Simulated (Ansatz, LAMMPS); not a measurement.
# Elastic response of amorphous 30In2O3-70HfO2 (mol %) (83 atoms), part 2 of 3

How stiff is amorphous 30In2O3-70HfO2 (mol %) (83 atoms), and how do its levels respond to strain?

Ansatz 0.2.0; Kohn-Sham DFT, revPBE, PAW (set soft_1), plane waves.

The cell: 14 In, 16 Hf and 53 O. The quench rate of 200 K/ps is orders of magnitude faster than experiment. The starting topology of bonds comes from the classical model. Sampling is at Γ alone. No spin–orbit coupling is included.

So far. Step 2 (Single point at the start): The r.m.s. force at the start is 0.53 eV/Å. Step 3 (Cell and atoms relaxed): The relaxation converged after 13 steps, with a largest force component of 0.014 eV/Å.

### Step 4. Single point at the relaxed geometry

The electronic structure is read at the final geometry, in a run of its own.

input.yaml

```yaml
crystal:
  lattice:
    - [10.31179, 0.0231, -0.10418]
    - [0.0231, 10.1609, -0.02114]
    - [-0.10418, -0.02114, 10.69188]
  atoms:
    - { symbol: In, position: [0.29355, 0.68009, 0.81256] }
    - { symbol: In, position: [0.41792, 0.30386, 0.72177] }
    - { symbol: In, position: [0.30403, 0.65934, 0.2491] }
    - { symbol: In, position: [0.7716, 0.72068, 0.84121] }
    - { symbol: In, position: [0.03772, 0.87946, 0.34711] }
    - { symbol: In, position: [0.95246, 0.20995, 0.89171] }
    [... 71 atom lines left out ...]
    - { symbol: O, position: [0.68032, 0.67276, 0.53354] }
    - { symbol: O, position: [0.50913, 0.94106, 0.57821] }
    - { symbol: O, position: [0.61172, 0.85168, 0.85762] }
    - { symbol: O, position: [0.8445, 0.40375, 0.47045] }
    - { symbol: O, position: [0.14028, 0.98727, 0.16153] }
    - { symbol: O, position: [0.48626, 0.15015, 0.28405] }
kpoints:
  mp_grid: { grid: [1, 1, 1] }
hamiltonian:
  xc: revpbe
  pseudopotentials: { kind: paw, azcp: { folder: soft_1 } }
scf:
  occupations: { method: gaussian, width: 0.025 }
output:
  forces: true
  stress: true
  populations: intrinsic
  dos:
    method: { smearing: { sigma: 0.1 } }
    de: 0.1
    projected: { site_lists: { Hf: [Hf], In: [In], O: [O] } }
  eigenvalues: true
  write_density: true
  write_potential: true
  volumetric_format: npy
  elf: true
```

Command:

```sh
ansatz run input.yaml --threads 4 --pin off --max-ram 8192MiB --backend cpu --events-out ev --progress --plain --runs-dir out
```

Numbers of over 12 decimals in the logs are rounded to 6 here.

Output:

```text
[...]
Crystal: 83 atoms, lattice volume = 1120.143 Å³
Basis set: ecut = 420 eV, 21863 PW (Γ), exchange–correlation on 144×144×144 points (8 copies of the dense FFT grid, shifted against one another)
Bands: 550, of which v1, the nominal top of the filled ones, is band 458 counted from 1 (457 counted from 0)
Symmetry: 1 space group operations
[...]
k-points: 1
[...]
SCF iter   1: F=—  HF=-360403.506665 eV  |F-HF|=—  |Δ(HF+E_count)|=         —  Δρ=9.02e-2  dr2=1.41e2  ethr=3.10e-3  ⟨swp⟩=6.0  Hψ=1771  notcnv=0  defer=64
[...]
SCF iter  15: F=-360367.555608 eV  HF=-360367.555608 eV  |F-HF|=4.92e-8  |Δ(HF+E_count)|=   2.28e-7  Δρ=2.30e-6  dr2=6.76e-8  ethr=1.09e-11  ⟨swp⟩=16.0  Hψ=4820  notcnv=0
SCF 1 converged in 15 iterations: F = -360367.555608 eV  dr2 = 6.76e-8
[...]
SCF converged after 15 iterations
Free energy (F): -360367.555608 eV
[...]
Internal energy: -360367.555608 eV  (E = F + TS)
E sigma→0 (E₀):  -360367.555608 eV
Fermi energy:    10.707091 eV
[...]
--- Forces (eV/Å), atoms counted from 1 ---
  atom   1  In    -0.00935866    -0.01423590    -0.00037581
  atom   2  In     0.00273860    -0.00183259    -0.00214062
  atom   3  In     0.00368588     0.00721306     0.00387814
  atom   4  In     0.00064743     0.00116848     0.00172481
  atom   5  In     0.00090531    -0.00304642     0.00236035
  atom   6  In     0.00039502    -0.00014008    -0.00015625
  atom   7  In    -0.00163862    -0.00048600    -0.00016714
  atom   8  In    -0.00206203     0.00076582     0.00336007
  atom   9  In    -0.00007678    -0.00310860     0.00118642
  atom  10  In    -0.00193813     0.00014125    -0.00396660
  atom  11  In     0.00340300    -0.00255749    -0.00127454
  atom  12  In     0.00602050     0.00727326     0.00367455
  atom  13  In    -0.00269456     0.00712610    -0.00840775
  atom  14  In    -0.00222239    -0.00384496     0.00212431
[...]
atom  82  O     -0.00404583     0.00053056     0.00099750
  atom  83  O      0.00282268     0.00159003     0.00488028
  max |Σ_I F_I| component: 4.11e-5 eV/Å
--- Stress (GPa, compression-positive) ---
       -0.010165      -0.003030       0.001040
       -0.003030      -0.010147      -0.002442
        0.001040      -0.002442       0.006726
  P = ⅓ Tr σ = -0.0045 GPa (-0.045 kbar)
--- Band table (eV) ---
[...]
--- intrinsic populations: 83 sites ---
  site symbol       q [e]
     0     In     11.8354
     1     In     11.8625
     2     In     11.8367
[...]
82      O      6.7313
  spilling = -0.000000 (of n_electrons = 916.000000)
```

Elapsed: 39 s, on 4 threads of Arm Neoverse V2, shared host; peak memory 1.9 GiB.

Read from the output:

```
free energy                                      : -360367.5556 eV
free energy per atom                             : -4341.7778 eV/atom
SCF cycles                                       : 15
pressure                                         : -0.004528 GPa
r.m.s. force component                           : 0.00299 eV/Å
longest force                                    : 0.01704 eV/Å
Fermi energy                                     : 10.71 eV
gap (highest filled to lowest empty level) : 2.049 eV
```

### Step 5. Volume -3 %

The relaxed cell is scaled evenly and the atoms are relaxed again; the stress at the end gives one point of P(V).

input.yaml, the sections that differ from step 4:

```yaml
crystal:
  lattice:
    - [10.20762, 0.02287, -0.10313]
    - [0.02287, 10.05826, -0.02093]
    - [-0.10313, -0.02093, 10.58387]
  atoms:
    [... the 83 atom lines of step 4 ...]
output:
  forces: true
  eigenvalues: true
  stress: true
relax:
  f_tol: 0.05
  max_steps: 70
# kpoints, hamiltonian, scf: as in step 4
```

Output:

```text
Warning: output.stress: scf.convergence.dr2_threshold = 1e-7 eV (the SCF's general default) is looser than the 8.3e-9 eV advised for a printed stress (1e-10 eV for each atom of the cell: 83). What an SCF threshold leaves in a stress goes as its square root, and in the free energy as the threshold itself, and one threshold admits the most on a small cell: [...]
[...]
Crystal: 83 atoms, lattice volume = 1086.539 Å³
Basis set: ecut = 420 eV, 21201 PW (Γ), exchange–correlation on 144×144×144 points (8 copies of the dense FFT grid, shifted against one another)
Bands: 550, of which v1, the nominal top of the filled ones, is band 458 counted from 1 (457 counted from 0)
Symmetry: 1 space group operations
[...]
k-points: 1
[...]
SCF iter   1: F=—  HF=-360403.842589 eV  |F-HF|=—  |Δ(HF+E_count)|=         —  Δρ=9.10e-2  dr2=1.40e2  ethr=3.10e-3  ⟨swp⟩=6.0  Hψ=1784  notcnv=0  defer=64
[...]
SCF iter  10: F=—  HF=-360366.986205 eV  |F-HF|=—  |Δ(HF+E_count)|=   5.83e-4  Δρ=1.27e-4  dr2=1.75e-4  ethr=4.13e-8  ⟨swp⟩=2.0  Hψ=920  notcnv=0  defer=88
SCF iter  11: F=-360366.986305 eV  HF=-360366.986293 eV  |F-HF|=1.22e-5  |Δ(HF+E_count)|=   8.73e-5  Δρ=5.75e-5  dr2=3.68e-5  ethr=6.82e-9  ⟨swp⟩=11.0  Hψ=3078  notcnv=0
SCF 1 converged in 11 iterations: F = -360366.986305 eV  dr2 = 3.68e-5
[...]
relax step   1: F+E_penalty+E_count = -360366.98630497 eV  Δ(F+E_penalty+E_count) = +0.000e0 eV  max|allowed force component| = 3.286e-1 eV/Å  Δτ_max = 0.0000 Å  (11 SCF iters, dr2 threshold 6.25e-5 eV, accepted)
[...]
relax step   2: F+E_penalty+E_count = -360367.11090947 eV  Δ(F+E_penalty+E_count) = -1.246e-1 eV  max|allowed force component| = 1.592e-1 eV/Å  Δτ_max = 0.0502 Å  (8 SCF iters, dr2 threshold 6.75e-6 eV, accepted)
[...]
relax step   3: F+E_penalty+E_count = -360367.14811946 eV  Δ(F+E_penalty+E_count) = -3.721e-2 eV  max|allowed force component| = 1.323e-1 eV/Å  Δτ_max = 0.0242 Å  (9 SCF iters, accepted)
relax step   4: F+E_penalty+E_count = -360367.04645699 eV  Δ(F+E_penalty+E_count) = +1.017e-1 eV  max|allowed force component| = 5.330e-1 eV/Å  Δτ_max = 0.2000 Å  (9 SCF iters, dr2 threshold 4.11e-6 eV, rejected (line search))
relax step   5: F+E_penalty+E_count = -360367.17445347 eV  Δ(F+E_penalty+E_count) = -2.633e-2 eV  max|allowed force component| = 9.456e-2 eV/Å  Δτ_max = 0.0622 Å  (10 SCF iters, accepted)
relax step   6: F+E_penalty+E_count = -360367.18035255 eV  Δ(F+E_penalty+E_count) = -5.899e-3 eV  max|allowed force component| = 6.601e-2 eV/Å  Δτ_max = 0.0428 Å  (7 SCF iters, dr2 threshold 4.57e-6 eV, accepted)
[...]
relax step   7: F+E_penalty+E_count = -360367.18157404 eV  Δ(F+E_penalty+E_count) = -1.221e-3 eV  max|allowed force component| = 3.699e-2 eV/Å  Δτ_max = 0.0231 Å  (9 SCF iters, accepted)
SCF converged after 9 iterations
Free energy (F): -360367.181574 eV
[...]
Internal energy: -360367.181574 eV  (E = F + TS)
E sigma→0 (E₀):  -360367.181574 eV
Fermi energy:    11.233972 eV
[...]
Σ components = -360367.181574   (vs F -360367.181574, Δ=0.00e0)
--- Forces (eV/Å), atoms counted from 1 ---
  atom   1  In    -0.01554026    -0.00959715    -0.00078139
  atom   2  In     0.00010687    -0.01854552    -0.00932231
  atom   3  In    -0.01660669    -0.01420427     0.00630857
  atom   4  In    -0.00468006     0.00284914     0.02091671
[...]
atom  83  O      0.00553188     0.00425948    -0.03250622
  max |Σ_I F_I| component: 3.43e-5 eV/Å
--- Stress (GPa, compression-positive) ---
        3.787930      -0.260205       0.105144
       -0.260205       3.678991      -0.285916
        0.105144      -0.285916       3.562833
  P = ⅓ Tr σ = 3.6766 GPa (36.766 kbar)
--- Band table (eV) ---
[...]
--- Relaxed structure (7 steps of the walk, 6 accepted, 0 SCFs on fresh bases) ---
  F+E_penalty+E_count = -360367.18157404 eV   max|allowed force component| = 3.699e-2 eV/Å
  atoms:
    - { symbol: In, position: [0.291333, 0.679840, 0.815175] }
    - { symbol: In, position: [0.416820, 0.307646, 0.720677] }
    - { symbol: In, position: [0.306910, 0.659805, 0.249313] }
    - { symbol: In, position: [0.768745, 0.718570, 0.837453] }
[...]
- { symbol: O, position: [0.487753, 0.146812, 0.282990] }
```

It took 2.6 min on 4 threads; peak memory 1.9 GiB; 10 min of CPU time.

The program notes that the SCF threshold is loose for the stress.

The relaxation converged after 7 steps, 0.195 eV below its start, with a largest force component of 0.037 eV/Å.

Volume -3 %: the energy stands 0.374 eV above that of the reference, at a pressure of 3.68 GPa.

### Step 6. Volume +3 %

The relaxed cell is scaled to another volume.

Input and log are left out; they have the form of those shown for this kind of step.

Wall time 3.5 min (4 threads of Arm Neoverse V2, shared host); peak memory 2 GiB.

The relaxation converged after 9 steps, 0.194 eV below its start, with a largest force component of 0.034 eV/Å.

Volume +3 %: the energy stands 0.315 eV above that of the reference, at a pressure of -2.85 GPa.

### Step 7. Volume -6 %

The relaxed cell is scaled to another volume.

Input and log are left out; they have the form of those shown for this kind of step.

Wall time 2.7 min (4 threads of Arm Neoverse V2, shared host); peak memory 1.8 GiB; 10 min of CPU time.

The relaxation converged after 8 steps, 0.853 eV below its start, with a largest force component of 0.020 eV/Å.

Volume -6 %: the energy stands 1.55 eV above that of the reference, at a pressure of 7.53 GPa.

### Step 8. Volume +6 %

The relaxed cell is scaled to another volume.

Input and log are left out; they have the form of those shown for this kind of step.

The job ended after 2.7 min (4 threads of Arm Neoverse V2, shared host; peak memory 2 GiB; 10 min of CPU time).

The relaxation converged after 7 steps, 0.820 eV below its start, with a largest force component of 0.036 eV/Å.

Volume +6 %: the energy stands 1.12 eV above that of the reference, at a pressure of -4.84 GPa.

### Step 9. Volume -10 %

The relaxed cell is scaled to another volume.

Input and log are left out; they have the form of those shown for this kind of step.

It took 3.4 min on 4 threads of Arm Neoverse V2, shared host; peak memory 1.8 GiB; 13 min of CPU time.

The relaxation converged after 10 steps, 2.82 eV below its start, with a largest force component of 0.034 eV/Å.

Volume -10 %: the energy stands 4.41 eV above that of the reference, at a pressure of 13.8 GPa.

### Step 10. Stretched by 1 % along x

The relaxed cell is strained along x alone, which gives the stiffness along x and its coupling to y and z.

input.yaml, the sections that differ from step 5:

```yaml
crystal:
  lattice:
    - [10.41491, 0.0231, -0.10418]
    - [0.02333, 10.1609, -0.02114]
    - [-0.10522, -0.02114, 10.69188]
  atoms:
    [... the 83 atom lines of step 4 ...]
# kpoints, hamiltonian, scf, output, relax: as in step 5
```

Output:

```text
[...]
Crystal: 83 atoms, lattice volume = 1131.345 Å³
Basis set: ecut = 420 eV, 22105 PW (Γ), exchange–correlation on 144×144×144 points (8 copies of the dense FFT grid, shifted against one another)
Bands: 550, of which v1, the nominal top of the filled ones, is band 458 counted from 1 (457 counted from 0)
Symmetry: 1 space group operations
[...]
k-points: 1
[...]
SCF iter   1: F=—  HF=-360403.122596 eV  |F-HF|=—  |Δ(HF+E_count)|=         —  Δρ=9.01e-2  dr2=1.41e2  ethr=3.10e-3  ⟨swp⟩=6.0  Hψ=1794  notcnv=0  defer=60
[...]
SCF iter  11: F=—  HF=-360367.457978 eV  |F-HF|=—  |Δ(HF+E_count)|=   1.44e-4  Δρ=4.75e-5  dr2=2.84e-5  ethr=2.40e-8  ⟨swp⟩=2.0  Hψ=919  notcnv=0  defer=88
SCF iter  12: F=-360367.458019 eV  HF=-360367.458013 eV  |F-HF|=5.48e-6  |Δ(HF+E_count)|=   3.49e-5  Δρ=1.75e-5  dr2=4.36e-6  ethr=3.10e-9  ⟨swp⟩=12.0  Hψ=2527  notcnv=0
SCF 1 converged in 12 iterations: F = -360367.458019 eV  dr2 = 4.36e-6
[...]
relax step   1: F+E_penalty+E_count = -360367.45801856 eV  Δ(F+E_penalty+E_count) = +0.000e0 eV  max|allowed force component| = 1.713e-1 eV/Å  Δτ_max = 0.0000 Å  (12 SCF iters, dr2 threshold 6.25e-5 eV, accepted)
[...]
relax step   2: F+E_penalty+E_count = -360367.47991588 eV  Δ(F+E_penalty+E_count) = -2.190e-2 eV  max|allowed force component| = 9.626e-2 eV/Å  Δτ_max = 0.0238 Å  (9 SCF iters, accepted)
[...]
relax step   3: F+E_penalty+E_count = -360367.48909579 eV  Δ(F+E_penalty+E_count) = -9.180e-3 eV  max|allowed force component| = 5.941e-2 eV/Å  Δτ_max = 0.0087 Å  (8 SCF iters, accepted)
relax step   4: F+E_penalty+E_count = -360367.46972941 eV  Δ(F+E_penalty+E_count) = +1.937e-2 eV  max|allowed force component| = 1.806e-1 eV/Å  Δτ_max = 0.1090 Å  (10 SCF iters, rejected (line search))
[...]
relax step   5: F+E_penalty+E_count = -360367.49433909 eV  Δ(F+E_penalty+E_count) = -5.243e-3 eV  max|allowed force component| = 3.730e-2 eV/Å  Δτ_max = 0.0208 Å  (10 SCF iters, accepted)
SCF converged after 10 iterations
Free energy (F): -360367.494339 eV
[...]
Internal energy: -360367.494339 eV  (E = F + TS)
E sigma→0 (E₀):  -360367.494339 eV
Fermi energy:    10.546860 eV
[...]
Σ components = -360367.494339   (vs F -360367.494339, Δ=0.00e0)
--- Forces (eV/Å), atoms counted from 1 ---
  atom   1  In     0.02889462    -0.00176439    -0.00950643
  atom   2  In     0.00915543    -0.00340839     0.01180962
  atom   3  In     0.00898438     0.00684567     0.00380277
  atom   4  In    -0.01203898     0.01415317    -0.00995546
[...]
atom  83  O     -0.00170910     0.00001953    -0.00019524
  max |Σ_I F_I| component: 5.40e-5 eV/Å
--- Stress (GPa, compression-positive) ---
       -1.885074       0.128525      -0.000279
        0.128525      -0.876023       0.095467
       -0.000279       0.095467      -0.860631
  P = ⅓ Tr σ = -1.2072 GPa (-12.072 kbar)
--- Band table (eV) ---
[...]
--- Relaxed structure (5 steps of the walk, 4 accepted, 0 SCFs on fresh bases) ---
  F+E_penalty+E_count = -360367.49433909 eV   max|allowed force component| = 3.730e-2 eV/Å
  atoms:
    - { symbol: In, position: [0.292764, 0.679064, 0.812365] }
    - { symbol: In, position: [0.419092, 0.302315, 0.721485] }
    - { symbol: In, position: [0.303185, 0.659064, 0.249511] }
    - { symbol: In, position: [0.772698, 0.721432, 0.842790] }
[...]
- { symbol: O, position: [0.484539, 0.150709, 0.284503] }
```

Run time: 2 min. Hardware: 4 threads; peak memory 1.9 GiB; 7.5 min of CPU time.

The relaxation converged after 5 steps, 0.0363 eV below its start, with a largest force component of 0.037 eV/Å.

Stretched by 1 % along x: the energy stands 0.0613 eV above that of the reference, at a pressure of -1.21 GPa.

(Part 2 of 3 ends here.)

[Logs are printed without paths, hosts, clocks, repeated set-up lines and the standing remarks that a program may print on its own settings, such as how far it seeks lower states.]

[Hosts, paths, dates, database ids (printed as entryN), source tags and the programs' standing remarks are cut or masked in the printed files.]
